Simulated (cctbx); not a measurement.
## A disordered crystal of nominal CaTmOs

Cell a = 7.9400 Å, b = 7.9400 Å, c = 4.3240 Å, α = 90.00°, β = 90.00°, γ = 120.00°; space group P-62m (no. 189); nominal formula CaTmOs.

The data are simulated with cctbx, not measured: Mo Kα, λ = 0.71073 Å, to d = 0.65 Å, 95 % of the full sphere, strongest reflection 40000 counts, noise from counting, a 4 % proportional error and a noise floor of 8 counts (s.d.); no absorption.

With every site full:

```text
Rint 0.035, 367 unique reflections to 0.65 A
cycle     R1     wR2    GooF  max shift (A)
   1  0.1743  0.3697  21.031   0.00173
   2  0.0078  0.0185   1.054   0.00000
final R1 0.0078 wR2 0.0185 GooF 1.054  parameters 12  data/parameter 30.6
atom        x        y        z      Ueq    occ   su(xyz)  su(Uiso or U11)
Os1    0.66667  0.33333  0.00000   0.0037  1.000  0.00000  0.0001
Os2    0.00000  0.00000  0.50000   0.0043  1.000  0.00000  0.0001
Tm2    0.00000  0.58692  0.50000   0.0042  1.000  0.00002  0.0001
Ca1    0.00000  0.23972  0.00000   0.0089  1.000  0.00013  0.0004
difference map: max 0.78 min -1.04 rms 0.15
Q1    0.3333  0.6667  0.2533    4    0.82  1.10 A from Os1
Q2    0.0000  0.0000  0.2904    2    0.57  0.91 A from Os2
Q3    0.0000  0.5073  0.2525    6    0.50  1.24 A from Tm2
Q4    0.0000  0.5946  0.2625    6    0.49  1.03 A from Tm2
Q5    0.0000  0.3007  0.5000    3    0.44  2.22 A from Ca1
Q6    0.1278  0.4614  0.2323   12    0.42  1.83 A from Ca1
```

With the occupancies of the suspect sites free, each still typed as its main element:

```text
Rint 0.035, 367 unique reflections to 0.65 A
cycle     R1     wR2    GooF  max shift (A)
   1  0.0887  0.1939  11.063   0.00030
   4  0.0073  0.0174   0.992   0.00006
final R1 0.0073 wR2 0.0173 GooF 0.989  parameters 14  data/parameter 26.2
atom        x        y        z      Ueq    occ   su(xyz)  su(Uiso or U11)
Os1    0.66667  0.33333  0.00000   0.0037  1.000  0.00000  0.0001
Os2    0.00000  0.00000  0.50000   0.0039  0.987  0.00000  0.0001
Tm2    0.00000  0.58692  0.50000   0.0043  1.003  0.00002  0.0001
Ca1    0.00000  0.23964  0.00000   0.0088  1.000  0.00012  0.0004
su of occupancy Os2: 0.002
su of occupancy Tm2: 0.002
difference map: max 0.76 min -0.71 rms 0.14
Q1    0.3333  0.6667  0.2507    4    0.81  1.08 A from Os1
Q2    0.0000  0.0000  0.2877    2    0.51  0.92 A from Os2
Q3    0.0000  0.5093  0.2511    6    0.50  1.24 A from Tm2
Q4    0.0000  0.5976  0.2694    6    0.49  1.00 A from Tm2
Q5    0.0000  0.2069  0.5000    3    0.43  1.64 A from Os2
Q6    0.1282  0.4604  0.2302   12    0.42  1.82 A from Ca1
```

**Question.** What is the disorder?

X-rays count electrons. Os2 refines to 0.987(0.002), or 75.0 electrons; the site truly holds 0.85 Os and 0.15 Tm, 74.9 electrons, which is 0.986 of Os; Tm2 refines to 1.003(0.002), or 69.2 electrons; the site truly holds 0.95 Tm and 0.05 Os, 69.3 electrons, which is 1.005 of Tm. A value under 1 can't tell vacancies from a lighter guest, and one over 1 needs a heavier guest; chemistry or a second radiation must settle which. Occupancy correlates with U and the scale, and the two elements' form factors differ in shape, so the match is approximate.

Freeing them takes R1 from 0.0078 to 0.0073 and GooF from 1.05 to 0.99.

The model was made for the exercise: a known structure type with other elements put in, its volume estimated, not relaxed; displacement parameters are assumed.

[Middle refinement cycles are left out of these outputs.]

[Logs are printed without paths, hosts, clocks, repeated set-up lines and the standing remarks that a program may print on its own settings, such as how far it seeks lower states.]
